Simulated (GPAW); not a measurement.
# O K-edge XANES of K3ClO (Pm)

Aim: the near-edge shape at the O K edge of K3ClO (Pm), and what the core hole does to it.

Method: X-ray absorption from dipole matrix elements to empty bands, plane-wave PAW LDA, in GPAW 26.7.0.

This is a report of a sequence of runs, with most program output left out.

### Step 1. The starting structure

It takes space group Pm (No. 6, monoclinic). The conventional cell has a = 5.144 Å, b = 5.137 Å, c = 5.147 Å, α = 90.00°, β = 90.46°, γ = 90.00°. Nearest to K lie 2 O at 2.57 to 2.59 Å and 7 K at 3.46 to 3.69 Å and 4 Cl at 3.54 to 3.74 Å. K has 2 O at 2.57 Å and 4 Cl at 3.52 to 3.79 Å and 8 K at 3.53 to 3.76 Å nearest. Nearest to K lie 2 O at 2.58 Å and 8 K at 3.46 to 3.85 Å and 4 Cl at 3.48 to 3.79 Å. Cl has 12 K at 3.48 to 3.79 Å nearest. Nearest to O lie 6 K at 2.57 to 2.59 Å. Farther neighbours and most contacts between anions are not listed.

Coordinates:

```xyz
5
Lattice="5.1439 0.0000 0.0000 0.0000 5.1368 0.0000 -0.0410 0.0000 5.1465" Properties=species:S:1:pos:R:3 pbc="T T T"
K     2.6531    0.0000    0.1495
K    -0.0244    2.5684    4.9870
K     0.1899    0.0000    2.5744
Cl    2.5431    2.5684    2.5815
O     0.0722    0.0000    0.0006
```

### Step 2. The field without a hole

A plain self-consistent run shows whether there is a gap, which decides the set-up of the core-hole run.

Input file scf.py:

```python
import numpy as np
from ase import Atoms
from ase.parallel import parprint, paropen
from gpaw import GPAW, PW, FermiDirac, Mixer, MixerDif, setup_paths
from gpaw.test import gen
setup_paths.insert(0, '.')
gen('O', name='nch1s', xcname='LDA', corehole=(1, 0, 0), write_xml=True)
from gpaw.mpi import world
world.barrier()

atoms = Atoms('K3ClO',
    cell=[[5.14394718, 0, 0],
     [0, 5.13676547, 0],
     [-0.0409568, 0, 5.14652504]],
    scaled_positions=[[0.51601, 0, 0.02905632],
     [0.00297589, 0.5, 0.96900341],
     [0.04090824, 0, 0.50022143],
     [0.49837712, 0.5, 0.5016102],
     [0.01403075, 0, 0.00010864]],
    pbc=True)
atoms.calc = calc = GPAW(legacy_gpaw=True, mode=PW(500, force_complex_dtype=True), xc='LDA', setups={4: 'nch1s'},
    kpts={'size': (5, 5, 5), 'gamma': True}, occupations=FermiDirac(0.05),
    charge=0, mixer=Mixer(0.1, 5, 50), maxiter=150,
    convergence={'density': 0.0001, 'eigenstates': 1e-6}, txt='scf.txt')
energy = atoms.get_potential_energy() + calc.get_reference_energy()
ef = calc.get_fermi_level()
out = dict(energy=energy, fermi=ef, forces=atoms.get_forces().tolist())
parprint(f'all-electron energy {energy:.4f} eV, Fermi level {ef:.4f} eV')
ev = np.array([[calc.get_eigenvalues(k, s) for k in range(len(calc.get_ibz_k_points()))] for s in range(calc.get_number_of_spins())])
out['homo'], out['lumo'], out['counts'] = ev[ev < ef].max(), ev[ev > ef].min(), sorted(set((ev < ef).sum((0, 2)).tolist()))
out['filled'] = (ev[:, 0] < ef).sum(1).tolist()
import json
with paropen('out.json', 'w') as f:
    json.dump(out, f)
```

Run with:

```
$ OMP_NUM_THREADS=1 mpirun -n 4 gpaw python scf.py
```

It took 16 s on 4 MPI ranks of Intel Xeon Platinum 8375C at 2.90GHz (Ice Lake), shared host; peak memory 0.21 GiB; 62 s of CPU time.

The mesh shows a gap of 0.85 eV, so the hole is first treated in a charged cell, without the excited electron.

### Step 3. Spectrum without a core hole, O atom 5

This cheap baseline ignores the attraction of the hole: it shows the absorber's empty states as they are in the ground state. The data set with a hole of occupation 0 only carries the core orbital.

The absorber has 3 K at 2.57 Å, 2 K at 2.58 Å and 1 K at 2.59 Å (octahedral, site symmetry m).

Input file xas.py:

```python
import numpy as np
from ase import Atoms
from ase.parallel import parprint, paropen
from gpaw import GPAW, PW, FermiDirac, Mixer, MixerDif, setup_paths
from gpaw.test import gen
setup_paths.insert(0, '.')
gen('O', name='nch1s', xcname='LDA', corehole=(1, 0, 0), write_xml=True)
from gpaw.mpi import world
world.barrier()

atoms = Atoms('K3ClO',
    cell=[[5.14394718, 0, 0],
     [0, 5.13676547, 0],
     [-0.0409568, 0, 5.14652504]],
    scaled_positions=[[0.51601, 0, 0.02905632],
     [0.00297589, 0.5, 0.96900341],
     [0.04090824, 0, 0.50022143],
     [0.49837712, 0.5, 0.5016102],
     [0.01403075, 0, 0.00010864]],
    pbc=True)
atoms.calc = calc = GPAW(legacy_gpaw=True, mode=PW(500, force_complex_dtype=True), xc='LDA', setups={4: 'nch1s'},
    kpts={'size': (5, 5, 5), 'gamma': True}, occupations=FermiDirac(0.02),
    charge=0, mixer=Mixer(0.1, 5, 50), maxiter=150,
    convergence={'density': 0.0001, 'eigenstates': 1e-6}, txt='scf.txt')
energy = atoms.get_potential_energy() + calc.get_reference_energy()
ef = calc.get_fermi_level()
out = dict(energy=energy, fermi=ef, forces=atoms.get_forces().tolist())
parprint(f'all-electron energy {energy:.4f} eV, Fermi level {ef:.4f} eV')
ev = np.array([[calc.get_eigenvalues(k, s) for k in range(len(calc.get_ibz_k_points()))] for s in range(calc.get_number_of_spins())])
out['homo'], out['lumo'], out['counts'] = ev[ev < ef].max(), ev[ev > ef].min(), sorted(set((ev < ef).sum((0, 2)).tolist()))
out['filled'] = (ev[:, 0] < ef).sum(1).tolist()

from ase.units import Ha
from gpaw.xas import dipole_matrix_elements
nb = int(calc.get_number_of_electrons() / 2) + 84
top, nb = nb, nb + 8 + nb // 12
nscf = calc.fixed_density(kpts={'size': (3, 3, 3), 'gamma': True}, nbands=nb,
    convergence={'bands': top, 'eigenstates': 5e-3}, maxiter=60, txt='nscf.txt')
cell = atoms.cell.array
ops = [cell.T @ U.T @ np.linalg.inv(cell.T) for U in nscf.wfs.kd.symmetry.op_scc]
filled = [20]  # bands filled in the ground state, by spin
E = np.arange(-25, 34, 0.1)
fwhm = np.interp(E, [4, 25], [0.9, 3.5])
Y, X, zero, highest = 0, 0, 1e9, 1e9
for spin in range(nscf.get_number_of_spins()):
    wfs = nscf.wfs
    mine = wfs.bd.get_slice()  # this rank's bands
    A = dipole_matrix_elements(wfs.setups[4])
    eps = np.zeros((wfs.kd.nibzkpts, nb))
    d = np.zeros((3, A.shape[1], wfs.kd.nibzkpts, nb), complex)
    for kpt in wfs.kpt_u:
        if kpt.s == spin and 4 in kpt.P_ani:
            eps[kpt.k, mine] = kpt.eps_n * Ha
            d[:, :, kpt.k, mine] = (kpt.weight * wfs.nspins / 2) ** 0.5 * np.inner(A, kpt.P_ani[4])
    world.sum(eps)
    world.sum(d)
    T = np.einsum('amkn,bmkn->abkn', d, d.conj()).real
    T = sum(np.einsum('ai,ijkn,bj->abkn', R, T, R) for R in ops) / len(ops)
    empty = np.ones_like(eps, bool) & (np.arange(nb) >= filled[spin])
    zero, highest = min(zero, eps[empty].min()), min(highest, eps[:, top - 1].min())
    lines = [(eps, T, empty)] if spin == 0 else lines + [(eps, T, empty)]
for eps, T, empty in lines:
    f = np.einsum('aakn->akn', T).reshape(3, -1)
    x = eps.ravel() - zero
    w = np.interp(x, E, fwhm) / 2.35482
    g = np.exp(-0.5 * ((E[:, None] - x) / w) ** 2) / (w * (2 * np.pi) ** 0.5)
    Y = Y + (f * empty.ravel()) @ g.T
    X = X + (f * ~empty.ravel()) @ g.T
out.update(E=E.round(2).tolist(), xas=Y.tolist(), xes=X.tolist(), zero=zero, valid=highest - zero, nk=len(eps), nb=nb)
for i in range(0, len(E), 10):
    parprint(f'{E[i]:7.2f}', *(f'{v:10.3e}' for v in Y[:, i]))
import json
with paropen('out.json', 'w') as f:
    json.dump(out, f)
```

Run with:

```
$ OMP_NUM_THREADS=1 mpirun -n 4 gpaw python xas.py
```

It took 27 s on 4 MPI ranks; peak memory 0.25 GiB.

The O K spectrum, O atom 5, no core hole (energy from the lowest empty level; intensity scaled to a mean of 1 over the first 20 eV; polarised curves are means over the symmetry-equivalent atoms):

```
E (eV)  isotropic  ε ∥ x  ε ∥ y  ε ∥ z
  -2.0       0.00   0.00   0.00   0.00
  -1.4       0.00   0.00   0.00   0.00
  -0.8       0.00   0.00   0.00   0.00
  -0.2       0.00   0.00   0.00   0.00
   0.4       0.05   0.05   0.05   0.05
   1.0       0.25   0.25   0.25   0.24
   1.6       0.37   0.37   0.37   0.37
   2.2       0.52   0.53   0.51   0.53
   2.8       0.65   0.65   0.65   0.65
   3.4       1.34   1.34   1.36   1.31
   4.0       1.09   1.09   1.13   1.06
   4.6       0.98   0.98   0.99   0.98
   5.2       1.31   1.32   1.33   1.29
   5.8       1.77   1.77   1.74   1.80
   6.4       1.23   1.23   1.24   1.22
   7.0       0.70   0.71   0.68   0.72
   7.6       1.33   1.34   1.33   1.32
   8.2       2.47   2.48   2.45   2.47
   8.8       2.39   2.40   2.30   2.47
   9.4       1.64   1.63   1.60   1.67
  10.0       1.36   1.36   1.39   1.34
  10.6       1.19   1.18   1.21   1.17
  11.2       0.97   0.97   0.99   0.96
  11.8       0.98   0.97   1.00   0.96
  12.4       1.14   1.14   1.15   1.13
  13.0       1.20   1.20   1.19   1.21
  13.6       1.06   1.06   1.05   1.08
  14.2       0.86   0.86   0.86   0.85
  14.8       0.72   0.72   0.74   0.70
  15.4       0.70   0.70   0.72   0.68
  16.0       0.74   0.74   0.75   0.73
  16.6       0.77   0.77   0.77   0.77
  17.2       0.74   0.74   0.74   0.75
  17.8       0.67   0.67   0.67   0.68
  18.4       0.61   0.61   0.60   0.61
  19.0       0.61   0.61   0.60   0.61
  19.6       0.68   0.69   0.67   0.69
  20.2       0.81   0.82   0.80   0.81
  20.8       0.95   0.96   0.95   0.94
  21.4       1.06   1.06   1.06   1.05
  22.0       1.11   1.11   1.11   1.11
  22.6       1.10   1.10   1.10   1.11
  23.2       1.04   1.03   1.03   1.05
  23.8       0.95   0.95   0.94   0.96
  24.4       0.88   0.87   0.87   0.88
  25.0       0.84   0.84   0.83   0.84
  25.6       0.83   0.83   0.83   0.83
  26.2       0.84   0.84   0.84   0.84
  26.8       0.85   0.85   0.85   0.84
  27.4       0.84   0.84   0.85   0.84
  28.0       0.84   0.84   0.84   0.83
  28.6       0.83   0.83   0.83   0.83
  29.2       0.84   0.84   0.84   0.84
  29.8       0.85   0.85   0.86   0.86
  30.4       0.88   0.88   0.88   0.88
  31.0       0.90   0.90   0.90   0.90
```

Main maxima below 24 eV (height): 3.5 eV (1.35), 5.8 eV (1.77), 8.5 eV (2.63), 12.9 eV (1.20), 16.7 eV (0.77) and 22.2 eV (1.12). A K edge sees empty p states on the absorber.

The same matrix elements for filled bands give the O K emission of O atom 5 (ground-state approximation; energy from the lowest empty level, largest value 1):

```
E (eV)  emission
-24.00      0.00
-23.25      0.00
-22.50      0.00
-21.75      0.00
-21.00      0.00
-20.25      0.00
-19.50      0.00
-18.75      0.00
-18.00      0.00
-17.25      0.00
-16.50      0.00
-15.75      0.00
-15.00      0.00
-14.25      0.00
-13.50      0.00
-12.75      0.00
-12.00      0.00
-11.25      0.00
-10.50      0.00
 -9.75      0.00
 -9.00      0.00
 -8.25      0.00
 -7.50      0.00
 -6.75      0.00
 -6.00      0.00
 -5.25      0.00
 -4.50      0.00
 -3.75      0.00
 -3.00      0.00
 -2.25      0.22
 -1.50      0.98
 -0.75      0.49
  0.00      0.02
  0.75      0.00
  1.50      0.00
  2.25      0.00
  3.00      0.00
```

Emission maxima: -1.4 eV (1.00).

### Step 4. Reference energy of the supercell

The photon energy needs a difference of total energies, so the cell and mesh of the coming hole run are first run without a hole.

scf.py: that of step 2 with these lines changed.

```diff
@@ -10,14 +10,19 @@
 
-atoms = Atoms('K3ClO',
-    cell=[[5.14394718, 0, 0],
-     [0, 5.13676547, 0],
-     [-0.0409568, 0, 5.14652504]],
-    scaled_positions=[[0.51601, 0, 0.02905632],
-     [0.00297589, 0.5, 0.96900341],
-     [0.04090824, 0, 0.50022143],
-     [0.49837712, 0.5, 0.5016102],
-     [0.01403075, 0, 0.00010864]],
+atoms = Atoms('K6Cl2O2',
+    cell=[[5.10299038, 0, 5.14652504],
+     [-5.14394718, 5.13676547, 0],
+     [-5.14394718, -5.13676547, 0]],
+    scaled_positions=[[0.02905632, 0.75652316, 0.75652316],
+     [0.02905632, 0.25652316, 0.25652316],
+     [0.96900341, 0.73301376, 0.23301376],
+     [0.96900341, 0.23301376, 0.73301376],
+     [0.50022143, 0.22965659, 0.22965659],
+     [0.50022143, 0.7296566, 0.7296566],
+     [0.5016102, 0.25161654, 0.75161654],
+     [0.5016102, 0.75161654, 0.25161654],
+     [0.00010864, 0.99303895, 0.99303895],
+     [0.00010864, 0.49303895, 0.49303895]],
     pbc=True)
-atoms.calc = calc = GPAW(legacy_gpaw=True, mode=PW(500, force_complex_dtype=True), xc='LDA', setups={4: 'nch1s'},
-    kpts={'size': (5, 5, 5), 'gamma': True}, occupations=FermiDirac(0.05),
+atoms.calc = calc = GPAW(legacy_gpaw=True, mode=PW(500, force_complex_dtype=True), xc='LDA', setups={8: 'nch1s'},
+    kpts={'size': (3, 2, 2), 'gamma': True}, occupations=FermiDirac(0.02),
     charge=0, mixer=Mixer(0.1, 5, 50), maxiter=150,
```

Run with:

```
$ OMP_NUM_THREADS=1 mpirun -n 4 gpaw python scf.py
```

The job ended after 17 s (4 MPI ranks; peak memory 0.25 GiB; 68 s of CPU time).

Reference energy: -127176.123 eV with the cores included.

### Step 5. Spectrum with FCH, O atom 5

The holes are 7.2 Å apart. In GPAW the data set carries the hole's charge, so charge=0 means a charged cell and charge=-1 a neutral one. The excited electron is left out and a uniform background balances the charge. After the field has converged, empty bands are computed with the density fixed and the dipole matrix elements are summed.

xas.py: that of step 3 with these lines changed.

```diff
@@ -6,3 +6,3 @@
 setup_paths.insert(0, '.')
-gen('O', name='nch1s', xcname='LDA', corehole=(1, 0, 0), write_xml=True)
+gen('O', name='fch1s', xcname='LDA', corehole=(1, 0, 1), write_xml=True)
 from gpaw.mpi import world
@@ -10,14 +10,19 @@
 
-atoms = Atoms('K3ClO',
-    cell=[[5.14394718, 0, 0],
-     [0, 5.13676547, 0],
-     [-0.0409568, 0, 5.14652504]],
-    scaled_positions=[[0.51601, 0, 0.02905632],
-     [0.00297589, 0.5, 0.96900341],
-     [0.04090824, 0, 0.50022143],
-     [0.49837712, 0.5, 0.5016102],
-     [0.01403075, 0, 0.00010864]],
+atoms = Atoms('K6Cl2O2',
+    cell=[[5.10299038, 0, 5.14652504],
+     [-5.14394718, 5.13676547, 0],
+     [-5.14394718, -5.13676547, 0]],
+    scaled_positions=[[0.02905632, 0.75652316, 0.75652316],
+     [0.02905632, 0.25652316, 0.25652316],
+     [0.96900341, 0.73301376, 0.23301376],
+     [0.96900341, 0.23301376, 0.73301376],
+     [0.50022143, 0.22965659, 0.22965659],
+     [0.50022143, 0.7296566, 0.7296566],
+     [0.5016102, 0.25161654, 0.75161654],
+     [0.5016102, 0.75161654, 0.25161654],
+     [0.00010864, 0.99303895, 0.99303895],
+     [0.00010864, 0.49303895, 0.49303895]],
     pbc=True)
-atoms.calc = calc = GPAW(legacy_gpaw=True, mode=PW(500, force_complex_dtype=True), xc='LDA', setups={4: 'nch1s'},
-    kpts={'size': (5, 5, 5), 'gamma': True}, occupations=FermiDirac(0.02),
+atoms.calc = calc = GPAW(legacy_gpaw=True, mode=PW(500, force_complex_dtype=True), xc='LDA', setups={8: 'fch1s'},
+    kpts={'size': (3, 2, 2), 'gamma': True}, occupations=FermiDirac(0.02),
     charge=0, mixer=Mixer(0.1, 5, 50), maxiter=150,
@@ -34,3 +39,3 @@
 from gpaw.xas import dipole_matrix_elements
-nb = int(calc.get_number_of_electrons() / 2) + 84
+nb = int(calc.get_number_of_electrons() / 2) + 164
 top, nb = nb, nb + 8 + nb // 12
@@ -40,4 +45,4 @@
 ops = [cell.T @ U.T @ np.linalg.inv(cell.T) for U in nscf.wfs.kd.symmetry.op_scc]
-filled = [20]  # bands filled in the ground state, by spin
-E = np.arange(-25, 34, 0.1)
+filled = [40]  # bands filled in the ground state, by spin
+E = np.arange(-6, 34, 0.1)
 fwhm = np.interp(E, [4, 25], [0.9, 3.5])
@@ -47,3 +52,3 @@
     mine = wfs.bd.get_slice()  # this rank's bands
-    A = dipole_matrix_elements(wfs.setups[4])
+    A = dipole_matrix_elements(wfs.setups[8])
     eps = np.zeros((wfs.kd.nibzkpts, nb))
@@ -51,5 +56,5 @@
     for kpt in wfs.kpt_u:
-        if kpt.s == spin and 4 in kpt.P_ani:
+        if kpt.s == spin and 8 in kpt.P_ani:
             eps[kpt.k, mine] = kpt.eps_n * Ha
-            d[:, :, kpt.k, mine] = (kpt.weight * wfs.nspins / 2) ** 0.5 * np.inner(A, kpt.P_ani[4])
+            d[:, :, kpt.k, mine] = (kpt.weight * wfs.nspins / 2) ** 0.5 * np.inner(A, kpt.P_ani[8])
     world.sum(eps)
```

Run with:

```
$ OMP_NUM_THREADS=1 mpirun -n 4 gpaw python xas.py
```

Run time: 78 s. Hardware: 4 MPI ranks; peak memory 0.39 GiB.

The O K spectrum, O atom 5, full core hole (charged cell) (energy from the lowest empty level; intensity scaled to a mean of 1 over the first 20 eV):

```
E (eV)  intensity
  -2.0       0.00
  -1.5       0.00
  -1.0       0.00
  -0.5       0.00
   0.0       0.01
   0.5       0.05
   1.0       0.11
   1.5       0.17
   2.0       0.39
   2.5       0.65
   3.0       1.20
   3.5       1.25
   4.0       1.29
   4.5       1.24
   5.0       1.27
   5.5       1.71
   6.0       1.38
   6.5       1.04
   7.0       1.55
   7.5       2.36
   8.0       2.44
   8.5       1.75
   9.0       1.15
   9.5       1.00
  10.0       1.00
  10.5       0.92
  11.0       0.84
  11.5       0.89
  12.0       1.02
  12.5       1.09
  13.0       1.07
  13.5       1.00
  14.0       0.91
  14.5       0.80
  15.0       0.70
  15.5       0.66
  16.0       0.68
  16.5       0.73
  17.0       0.78
  17.5       0.81
  18.0       0.83
  18.5       0.84
  19.0       0.87
  19.5       0.93
  20.0       1.03
  20.5       1.16
  21.0       1.28
  21.5       1.36
  22.0       1.37
  22.5       1.32
  23.0       1.22
  23.5       1.11
  24.0       1.01
  24.5       0.94
  25.0       0.90
  25.5       0.90
  26.0       0.91
  26.5       0.93
  27.0       0.95
  27.5       0.96
  28.0       0.98
  28.5       0.99
  29.0       1.00
  29.5       1.01
  30.0       1.01
  30.5       1.01
```

Main maxima below 24 eV (height): 3.3 eV (1.33), 4.2 eV (1.35), 5.6 eV (1.71), 7.8 eV (2.53), 12.6 eV (1.09) and 21.9 eV (1.38). 

The hole costs E(hole) − E(ground) = 527.94 eV, and the lowest empty level of the hole cell on the spectrum's mesh lies at 3.66 eV, which puts the zero at 531.60 eV. One term is added: -8.83 eV, since the hole is spin-paired here and a spin-polarised one costs that much less in the free atom (computed apart). The photon energy is then 522.77 eV. The functional and the charged cell's background leave an error in such absolute values: in the free atom LDA prices this hole 4.1 eV below PBE (computed apart), and PBE is itself good to a few eV.

### Step 6. Spectrum with HCH, O atom 5

The holes are 7.2 Å apart. The data set carries half a charge, which charge=0 leaves uncompensated but for the background. Half a hole is Slater's transition state, a compromise that weakens the attraction. After the field has converged, empty bands are computed with the density fixed and the dipole matrix elements are summed.

Changed against the first core-hole run: core hole from full to half.

xas.py: that of step 5 with these lines changed.

```diff
@@ -6,3 +6,3 @@
 setup_paths.insert(0, '.')
-gen('O', name='fch1s', xcname='LDA', corehole=(1, 0, 1), write_xml=True)
+gen('O', name='hch1s', xcname='LDA', corehole=(1, 0, 0.5), write_xml=True)
 from gpaw.mpi import world
@@ -25,3 +25,3 @@
     pbc=True)
-atoms.calc = calc = GPAW(legacy_gpaw=True, mode=PW(500, force_complex_dtype=True), xc='LDA', setups={8: 'fch1s'},
+atoms.calc = calc = GPAW(legacy_gpaw=True, mode=PW(500, force_complex_dtype=True), xc='LDA', setups={8: 'hch1s'},
     kpts={'size': (3, 2, 2), 'gamma': True}, occupations=FermiDirac(0.02),
```

Elapsed: 76 s, on 4 MPI ranks; peak memory 0.39 GiB; 5.1 min of CPU time.

```
E (eV)  first run  this run
  -2.0       0.00      0.00
  -1.0       0.00      0.00
   0.0       0.01      0.01
   1.0       0.11      0.16
   2.0       0.39      0.41
   3.0       1.20      1.00
   4.0       1.29      1.15
   5.0       1.27      1.13
   6.0       1.38      1.59
   7.0       1.55      1.07
   8.0       2.44      2.56
   9.0       1.15      1.59
  10.0       1.00      1.18
  11.0       0.84      0.97
  12.0       1.02      1.01
  13.0       1.07      1.10
  14.0       0.91      0.97
  15.0       0.70      0.73
  16.0       0.68      0.65
  17.0       0.78      0.72
  18.0       0.83      0.76
  19.0       0.87      0.76
  20.0       1.03      0.86
  21.0       1.28      1.08
  22.0       1.37      1.24
  23.0       1.22      1.19
  24.0       1.01      1.00
  25.0       0.90      0.87
  26.0       0.91      0.85
  27.0       0.95      0.88
  28.0       0.98      0.91
  29.0       1.00      0.93
  30.0       1.01      0.93
```

The scaled spectrum changes by 16 % r.m.s. A shift of +0.2 eV leaves 9 %. The highest intensity below 16 eV goes from 7.8 eV (2.53) to 8.1 eV (2.58).

[end of part 1 of 2]

[Logs are printed without paths, hosts, clocks, repeated set-up lines and the standing remarks that a program may print on its own settings, such as how far it seeks lower states.]

[Hosts, paths, dates, database ids (printed as entryN), source tags and the programs' standing remarks are cut or masked in the printed files.]

[Lists of maxima count a maximum above −3 eV only where it reaches 4 % of the highest in the window and stands out from its surroundings by 2 % of it (1.5 % where it reaches 55 %); shoulders and weaker maxima are passed over, and of the rest the first, up to two pre-edge ones and the few strongest are named.]
